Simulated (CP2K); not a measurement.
Two runs for the C K edge of borane carbonyl. Run A: CP2K XAS_TDP, all-electron GAPW, PBEh(45%), aug-cc-pVTZ, TDA, no relativity. Run B differs in one setting.

First lines with a strength over 0.0015. A:

```csv
atom,energy (eV),states,"strength, one atom"
C2 (bonded to B and O),282.48,2,0.1637
,289.86,2,0.0022
,291.06,2,0.0033
,292.06,1,0.0024
,292.08,2,0.0026
```

B:

```csv
atom,energy (eV),states,"strength, one atom"
C2 (bonded to B and O),288.68,2,0.1601
,296.06,2,0.0021
,297.27,2,0.0032
,298.26,1,0.0023
,298.28,2,0.0026
```

Q: Which was it: the basis, scalar relativity switched on, GW2X switched on, the functional?

GW2X switched on. GW2X shifts an atom's lines together and keeps their spacings. Against PBEh(45%) in aug-cc-pVTZ, the leading line moves by +6.20 eV, to 288.68 eV.

[Banner, clock and machine lines of the logs are left out without a mark of their own.]

[Logs are printed without paths, hosts, clocks, repeated set-up lines and the standing remarks that a program may print on its own settings, such as how far it seeks lower states.]

[Hosts, paths, dates, database ids (printed as entryN), source tags and the programs' standing remarks are cut or masked in the printed files.]
